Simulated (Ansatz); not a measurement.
**Moving the knobs of a GW run on InP (F-43m)**

Aim: change settings of a G0W0 run on InP (F-43m) and see what moves.

Program: Ansatz 0.2.0. Level of theory: G0W0 on PBE, plane waves, PAW; PAW set soft_1. Results are calculated unless marked as measured.

## Step 1: Set-up

It takes space group F-43m (No. 216, cubic). The conventional cell has a = 5.869 Å, b = 5.869 Å, c = 5.869 Å, α = 90.00°, β = 90.00°, γ = 90.00°. Nearest to In lie 4 P at 2.54 Å. P has 4 In at 2.54 Å nearest. Farther neighbours are not listed.

The cell and positions come from the Crystallography Open Database and are kept as given unless a step says otherwise.

## Step 2: The base run: 4×4×4 mesh, 53 empty bands, screening to 60 eV, PAW set soft_1 files

G0W0 replaces the xc potential by the self-energy, built once from these orbitals. Only a window of levels is corrected, while the sums run over the empty bands that the input names. This step takes PAW set soft_1 files.

File input.yaml:

```yaml
crystal:
  lattice:
    - [0.0, 2.93435, 2.93435]
    - [2.93435, 0.0, 2.93435]
    - [2.93435, 2.93435, 0.0]
  atoms:
    - { symbol: In, position: [0.0, 0.0, 0.0] }
    - { symbol: P, position: [0.25, 0.25, 0.25] }
kpoints:
  mp_grid: { grid: [4, 4, 4] }
hamiltonian:
  xc: pbe
  pseudopotentials: { kind: paw, azcp: { folder: soft_1 } }
scf:
  occupations: { method: fixed }
gw:
  n_empty_bands: 53
  ecut_chi: 60
  qp_bands: [v2, c2]
  qp_kpoints: band_edges
  screening: { model: contour_deformation }
```

Launch:

```sh
$ ansatz run input.yaml --threads 3 --pin off --max-ram 92160MiB --backend cuda --events-out ev --progress --plain --runs-dir out --devices 1 --max-vram 13GiB
```

Numbers of over 12 decimals in the logs are rounded to 6 here.

Log:

```text
GPUs: using 1 of 1 available (devices: 1).
Engine: ansatz 0.2.0, x86_64-unknown-linux-gnu
Pseudopotentials: kind: paw
Pseudopotential: In, paw, valence charge 13, recommended cutoff 420 eV (normal), soft_1/In.paw.azcp
Pseudopotential: P, paw, valence charge 5, recommended cutoff 420 eV (normal), soft_1/P.paw.azcp
Functional definition: PBE
  parameter kappa = 0.804
  parameter beta = 0.066725
  exchange = pbe_x(kappa = kappa, mu = beta*pi^2/3)
  correlation = pbe_c(beta = beta)
device memory: the entry about to start is reckoned to put 0.8 GiB on a device that reports 36.8 GiB free (of which the cap on the GPU budget leaves the run 13.0 GiB)
GPU FFT provider: cuFFT
GPU libraries: cuBLAS 13.8.2, cuFFT 12.4.0, cuSOLVER 12.3.4
Crystal: 2 atoms, lattice volume = 50.532 Å³
Basis set: ecut = 420 eV, 965 PW (Γ)
Bands: 13, of which v1, the nominal top of the filled ones, is band 9 counted from 1 (8 counted from 0)
Symmetry: 24 space group operations
Space group: F-43m (ITA 216), of the structure as read, at distance tolerance 3.7e-5 Å
k-points: 8 of 64 (time reversal used)
Non-local potential: In, projectors of the file, l = 0: 2, l = 1: 2, l = 2: 2, l = 3: 1
Non-local potential: P, projectors of the file, l = 0: 2, l = 1: 2, l = 2: 1
PAW form: soft (Blöchl's): semilocal exchange-correlation on the pseudo side does not see the compensation charge
PAW one-centre angular grid: In, 590 points (default); XC on 64 Gauss nodes
PAW one-centre angular grid: P, 110 points (default); XC on 64 Gauss nodes
Initial density: superposition of atomic densities (chi_scale 0.1, normalization cell, long waves kept (reshape's long-wave potential 0.00 eV rms))
Initial wavefunctions: pseudopotential atomic-orbital guess
GPU buffer pool allocated for 27000 grid points (all kernels)
GPU transforms: local potential and band sums: pruned to the plane-wave sphere, on 27×27×27
Functional: x = pbe(κ = 0.804, μ = 0.219515), c = pbe(β = 0.066725)
SCF iter   1: F=—  HF=-6354.195331 eV  |F-HF|=—  |Δ(HF+E_count)|=         —  Δρ=3.59e-2  dr2=9.60e-1  ethr=3.10e-3  ⟨swp⟩=5.0  Hψ=565  notcnv=0  defer=11
preconditioner: auto → none  [insulator: Δε(μ)=0.973 eV  Ē_g=14.435 eV  n_scr=14 (ndim 8)  ℏωp=22.2 eV  f_vac=0.000  ε∞_Penn≈3.4]
SCF iter   2: F=—  HF=-6353.952275 eV  |F-HF|=—  |Δ(HF+E_count)|=   2.43e-1  Δρ=1.65e-2  dr2=9.73e-2  ethr=3.10e-3  ⟨swp⟩=3.1  Hψ=232  notcnv=0  defer=10
SCF iter   3: F=—  HF=-6353.943902 eV  |F-HF|=—  |Δ(HF+E_count)|=   8.37e-3  Δρ=6.57e-3  dr2=1.57e-2  ethr=5.41e-4  ⟨swp⟩=2.9  Hψ=181  notcnv=0  defer=12
SCF iter   4: F=—  HF=-6353.944594 eV  |F-HF|=—  |Δ(HF+E_count)|=   6.92e-4  Δρ=1.10e-3  dr2=4.30e-4  ethr=8.70e-5  ⟨swp⟩=3.6  Hψ=201  notcnv=0  defer=12
[...]
E_nonlocal   = 359.649910
  E_hartree    = 535.467426
  E_xc         = -215.485278
  E_vxc        = -150.017733  (∫ρ·V_xc dr)
  E_paw        = -4768.707758  (= ΣΔE_a)
  E_vpaw       = -286.655965  (= ΣTr[D̂ρ^β])
  E_aug_tail   = 0.000148  (compensation charges beyond the density's cutoff)
  E_ewald      = -1219.106662
  E_smearing   = -0.000000  (= −TS)
  E_closure    = 0.000000  (closes the sum)
  Σ components = -6353.944518   (vs F -6353.944518, Δ=0.00e0)
--- Band table (eV; the first three rows and the last of 8) ---
  k-point 0: bands = [... 5 lower, -4.4707, 7.0244, 7.0244, 7.0244, 7.7032, 11.0824, 11.0824, 11.0824]
  k-point 1: bands = [... 5 lower, -3.7977, 3.5794, 6.4669, 6.4669, 8.7915, 11.7822, 11.7822, 12.3239]
  k-point 2: bands = [... 5 lower, -2.7550, 1.2952, 6.0530, 6.0530, 8.4970, 11.8028, 11.8028, 14.1069]
  k-point 7: bands = [... 5 lower, -2.0233, 1.4178, 4.0771, 4.1163, 11.2988, 11.3753, 12.5556, 13.2142]
--- G₀W₀: contour deformation, 7 samples at zero and on the imaginary axis and 2 off it, 64 q-points, 53 empty bands' worth ---
  eigenvalues of the whole cell's RPA ε∞ on this k-mesh (on a slab, of 1 + 4πα/V) = 47.3214, 47.3214, 47.3214; static W/v taken at q = 0 is 0.021132
  bands read: the sum over 62 bands ends inside a degenerate multiplet in 1 slot, whose members it reads at an even weight; the widest, k=0: bands 61 to 63 (counted from 1) at 2/3 each
  gw.qp_kpoints: band_edges: 6 of 8 stored k-points solved, in 1 pass; an edge of the gap read off the rows below is read off those points alone
    valence top: of the k-points left out ik 5 came nearest to being solved in a further pass, in band 9 (counted from 1, as in the quasiparticle table): it holds the edge there only if its correction is more favourable than any solved in that band by at least 1.026 eV; those differ by 0.228 eV
    conduction bottom: of the k-points left out ik 4 came nearest to being solved in a further pass, in band 10 (counted from 1, as in the quasiparticle table): it holds the edge there only if its correction is more favourable than any solved in that band by at least 1.472 eV; those differ by 0.383 eV
    ik  band        ε_KS         Σx   Σc(E_QP)       V_xc       Z   E_QP_lin       E_QP  E_QP is
     0     8      7.0244   -16.9005     1.7598   -15.0680  0.7371     6.9515     6.9517  root
     0     9      7.0244   -16.9005     1.7598   -15.0680  0.7371     6.9515     6.9517  root
     0    10      7.7032    -9.9811    -3.6744   -14.0723  0.7565     8.1294     8.1201  root
     0    11     11.0824    -7.0394    -4.1544   -11.5529  0.7470    11.4489    11.4416  root
     1     8      6.4669   -16.4446     1.8937   -14.4281  0.7346     6.3435     6.3441  root
     1     9      6.4669   -16.4446     1.8937   -14.4281  0.7346     6.3435     6.3441  root
     1    10      8.7915    -8.8168    -3.8057   -12.9997  0.7550     9.1762     9.1688  root
     1    11     11.7822    -7.0653    -4.3573   -11.7924  0.7418    12.1600    12.1521  root
[...]
7     8      4.0771   -15.3071     2.6429   -12.3513  0.7023     3.7590     3.7642  root
     7     9      4.1163   -14.6256     2.5041   -11.8208  0.7050     3.8100     3.8156  root
     7    10     11.2988    -6.9539    -4.0842   -11.2150  0.7431    11.4770    11.4756  root
     7    11     11.3753    -9.0184    -4.6135   -14.1990  0.7199    11.9631    11.9425  root
[key lines of the parts left out:]
SCF converged after 7 iterations
Free energy (F): -6353.944518 eV
Fermi energy:    7.024351 eV
```

Wall time 6.9 s (1 × NVIDIA H100 80GB HBM3 (shared by 6 runs) with 3 threads of AMD EPYC 7R13 (Zen 3), shared host); peak memory 0.99 GiB.

Numbers from this step:

* bands summed: 62
* RPA ε∞ on this mesh (eigenvalues): 47.32, 47.32, 47.32
* plane waves in the screening matrix: 59
* q-points in the mesh: 64
* G0W0 gap on the mesh: 1.168 eV
* k of the valence top: 0, 0, 0
* k of the conduction bottom: 0, 0, 0
* starting gap on the mesh: 0.6788 eV
* Z at the valence top: 0.7371
* Z at the conduction bottom: 0.7565
* least direct G0W0 gap on the computed points: 1.168 eV

The gap on the mesh goes from 0.68 eV to 1.17 eV, a correction of +0.49 eV. Between the two edge states, bare exchange in place of the xc potential would open the gap by 5.92 eV, and correlation takes back 5.43 eV.

## Step 3: Variant: fewer bands

input.yaml: that of step 2 with these lines changed.

```diff
@@ -16,4 +16,4 @@
 gw:
-  n_empty_bands: 53
-  ecut_chi: 60
+  n_empty_bands: 38
+  ecut_chi: 100
   qp_bands: [v2, c2]
```

Log:

```text
GPUs: using 1 of 1 available (devices: 1).
[...]
GPU FFT provider: cuFFT
GPU libraries: cuBLAS 13.8.2, cuFFT 12.4.0, cuSOLVER 12.3.4
Crystal: 2 atoms, lattice volume = 50.532 Å³
Basis set: ecut = 420 eV, 965 PW (Γ)
Bands: 13, of which v1, the nominal top of the filled ones, is band 9 counted from 1 (8 counted from 0)
Symmetry: 24 space group operations
[...]
k-points: 8 of 64 (time reversal used)
[...]
GPU buffer pool allocated for 27000 grid points (all kernels)
[...]
SCF iter   1: F=—  HF=-6354.195331 eV  |F-HF|=—  |Δ(HF+E_count)|=         —  Δρ=3.59e-2  dr2=9.60e-1  ethr=3.10e-3  ⟨swp⟩=5.0  Hψ=565  notcnv=0  defer=11
[...]
SCF iter   7: F=-6353.944518 eV  HF=-6353.944518 eV  |F-HF|=1.76e-9  |Δ(HF+E_count)|=   8.17e-8  Δρ=2.67e-6  dr2=3.45e-9  ethr=5.56e-10  ⟨swp⟩=6.1  Hψ=511  notcnv=0
SCF 1 converged in 7 iterations: F = -6353.944518 eV  dr2 = 3.45e-9
[...]
NSCF: frozen V_eff on 8 k-points
[...]
G₀W₀ screening: q 1/8
[... further progress lines ...]
[...]
SCF converged after 7 iterations
Free energy (F): -6353.944518 eV
[...]
Internal energy: -6353.944518 eV  (E = F + TS)
E sigma→0 (E₀):  -6353.944518 eV
Fermi energy:    7.024351 eV
[...]
--- Band table (eV; the first three rows and the last of 8) ---
  k-point 0: bands = [... 5 lower, -4.4707, 7.0244, 7.0244, 7.0244, 7.7032, 11.0824, 11.0824, 11.0824]
  k-point 1: bands = [... 5 lower, -3.7977, 3.5794, 6.4669, 6.4669, 8.7915, 11.7822, 11.7822, 12.3239]
  k-point 2: bands = [... 5 lower, -2.7550, 1.2952, 6.0530, 6.0530, 8.4970, 11.8028, 11.8028, 14.1069]
  k-point 7: bands = [... 5 lower, -2.0233, 1.4178, 4.0771, 4.1163, 11.2988, 11.3753, 12.5556, 13.2142]
[...]
0     8      7.0244   -16.9005     1.8084   -15.0680  0.7348     7.0002     7.0002  root
     0     9      7.0244   -16.9005     1.8084   -15.0680  0.7348     7.0002     7.0002  root
     0    10      7.7032    -9.9811    -3.6109   -14.0723  0.7546     8.1970     8.1836  root
     0    11     11.0824    -7.0394    -4.0388   -11.5529  0.7466    11.5717    11.5571  root
     1     8      6.4669   -16.4446     1.9465   -14.4281  0.7325     6.3967     6.3969  root
     1     9      6.4669   -16.4446     1.9465   -14.4281  0.7325     6.3967     6.3969  root
     1    10      8.7915    -8.8168    -3.7185   -12.9997  0.7537     9.2686     9.2559  root
     1    11     11.7822    -7.0653    -4.2461   -11.7924  0.7409    12.2784    12.2632  root
[...]
7     8      4.0771   -15.3071     2.7032   -12.3513  0.7005     3.8211     3.8244  root
     7     9      4.1163   -14.6256     2.5631   -11.8208  0.7036     3.8711     3.8746  root
     7    10     11.2988    -6.9539    -4.0044   -11.2150  0.7419    11.5587    11.5554  root
     7    11     11.3753    -9.0184    -4.5302   -14.1990  0.7183    12.0636    12.0258  root
```

Run time: 7.9 s. Hardware: 1 × NVIDIA H100 80GB HBM3 (shared by 6 runs) with 3 threads; peak memory 0.98 GiB; 6.3 s of CPU time.

Against the base:

```
              setting  base  variant
          empty bands    53       38
screening cutoff (eV)    60      100
```

```
                                    quantity  variant   base
                    starting gap on the mesh    0.679  0.679
                        G0W0 gap on the mesh    1.183  1.168
least direct G0W0 gap on the computed points    1.183  1.168
                        Z at the valence top    0.735  0.737
                  Z at the conduction bottom    0.755  0.756
```

## Step 4: What came out

```json
{"base": "1.17 eV, 6.9 s", "fewer bands": "1.18 eV, 7.9 s"}
```

In words: Fewer bands: the gap moves by +0.01 eV; such settings are too crude to quote. The variant differs from the base in empty bands and screening cutoff together, so the change can't be laid to one of them. All runs here use a coarse mesh and modest cutoffs; they test settings and are not final values. The 4×4×4 mesh is coarse for this cell (its supercell is 17 Å along the shortest edge). The RPA ε∞ on it, from the PBE start, is 47.32; such meshes misread the long-range screening, most where the gap is narrow. The RPA ε∞ on this mesh reaches over 25; with a narrow direct gap a coarse mesh can overstate it, and the correction is then too small. The many-body steps are scalar-relativistic: spin-orbit coupling is not in them.

[Paths, hosts, dates, memory and timing lines, banners, echoed tables and standing remarks are left out of the program output.]

[Logs are printed without paths, hosts, clocks, repeated set-up lines and the standing remarks that a program may print on its own settings, such as how far it seeks lower states.]

[Runs of the session that timed out or met a known fault of the program may be left out.]

[Cells called generated may have been cut or substituted from an entry of the Crystallography Open Database or the Materials Project.]

[Hosts, paths, dates, database ids (printed as entryN), source tags and the programs' standing remarks are cut or masked in the printed files.]
